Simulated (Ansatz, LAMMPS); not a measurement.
# Gap against volume in amorphous Hg33S25Se8 (66 atoms)

Density of this cell: 6.19 g/cm³. The cell holds 66 atoms: 33 Hg, 25 S and 8 Se. Its edges and angles: a = 11.644 Å, b = 13.982 Å, c = 13.308 Å, α = 91.8°, β = 88.0°, γ = 86.8°. The starting structure: 66 atoms (33 Hg, 25 S, 8 Se) placed at random at 7.67 g/cm³, melted at 2500 K for 10 ps at fixed volume with the Stillinger-Weber II-VI potential (Zhou et al., Phys. Rev. B 88, 085309 (2013)). Quenched from 2500 K to 500 K at 100 K/ps and fixed volume, held 5 ps, then minimised at fixed cell.

Calculated with Ansatz 0.2.0: Kohn-Sham DFT, PBE, PAW (set soft_1, large core), plane waves; cutoff 420 eV, Γ point, gaussian smearing of 0.05 eV. The relaxed cell was scaled evenly and the atoms were relaxed at each volume. The gap is that between the highest filled and the lowest empty Kohn-Sham level on the run's k-points.

| volume (Å³/atom) | gap (eV) |
| --- | --- |
| 29.464 | 1.157 |
| 30.774 | 1.175 |
| 31.756 | ? |
| 32.738 | 1.112 |
| 33.720 | 1.088 |
| 34.702 | 1.076 |

**Question.** Fit a straight line in ln V to the rows given and interpolate to the withheld row.

**Working.**

A volume deformation potential makes the spacing linear in u = ln(V/V0), with V0 = 32.738 Å³ the relaxed volume; v is the spacing.

| u = ln(V/V0) | v (eV) |
| --- | --- |
| -0.105361 | 1.1571 |
| -0.0618757 | 1.1747 |
| 0 | 1.1116 |
| 0.0295591 | 1.0879 |
| 0.0582688 | 1.0762 |

With n = 5: mean u = -0.0158818, mean v = 1.12150, Σ(u − ū)² = 0.017937, Σ(u − ū)(v − v̄) = -0.010675. Slope b = -0.010675 / 0.017937 = -0.59515; intercept a = v̄ − b ū = 1.1120.

At the withheld volume u = -0.03046, and v = a + b u.

Prediction at 31.756: 1.130 eV. The run gave 1.180 eV, so the fit is low by 0.050 eV (4.2 % of the value).

The rows follow a line only loosely (correlation 0.84 in size over all rows, under the 0.97 asked here), so the slope of -0.60 eV is a mean trend and no deformation potential. Among the rows given, the largest miss of the fit is at 30.774, by 0.026 eV (25 % of the range of the table).

Limits: The table spans 16 % in volume, wide for a linear law. Semilocal functionals tend to put gaps under measured ones. Only the Γ point is sampled. Atoms move by up to 1.0 Å in these relaxations, so the structure changes along the series. Defect or tail levels can set the spacing of a disordered cell. Spin–orbit coupling is left out, which matters for the levels of the heavy elements.

[Hosts, paths, dates, database ids (printed as entryN), source tags and the programs' standing remarks are cut or masked in the printed files.]
